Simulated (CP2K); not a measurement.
Consider dimethyl sulfite at its PBE geometry (Å).

```xyz
12

C     1.9837    0.8979    1.2435
O     0.5696    0.6270    1.0443
S     0.2494    0.0717   -0.4874
O     0.8354   -1.2602   -0.6636
O    -1.3334   -0.0933   -0.0364
C    -2.1544   -0.6820   -1.0816
H     2.3375    1.6837    0.5599
H     2.5772   -0.0165    1.1117
H     2.0645    1.2478    2.2774
H    -3.1581   -0.7525   -0.6503
H    -2.1813   -0.0396   -1.9740
H    -1.7901   -1.6840   -1.3436
```

Method: CP2K XAS_TDP, all-electron GAPW, PBEh(45%), aug-cc-pVDZ, TDA, no relativity.

Predict the bright core excitations at the C K edge.

Leading lines: C1 284.75 eV. The leading line of an atom is its first one with 35 % of the strongest within 2.5 eV of its lowest line over the strength cut. 

The first six lines of each atom with a strength over 0.0015:

```tsv
atom	energy (eV)	states	strength, one atom
C1 (bonded to O and 3 H), 2 alike	284.75	1	0.0354
	285.42	1	0.0042
	285.82	1	0.0135
	286.14	1	0.0231
	286.43	1	0.0234
	287.37	1	0.0021
```

Lines are vertical, at one geometry, with no vibrational structure. Without a correction of the core level, line positions, and the gaps between valence and Rydberg lines, follow the share of exact exchange. At this level such K lines come out 3 to 6 eV under measured ones. These values hold no scalar relativity, about 0.1 eV for C 1s. Rydberg lines, and the discretised continuum above threshold, depend on the basis and the box.

[Banner, clock and machine lines of the logs are left out without a mark of their own.]

[Logs are printed without paths, hosts, clocks, repeated set-up lines and the standing remarks that a program may print on its own settings, such as how far it seeks lower states.]

[Hosts, paths, dates, database ids (printed as entryN), source tags and the programs' standing remarks are cut or masked in the printed files.]
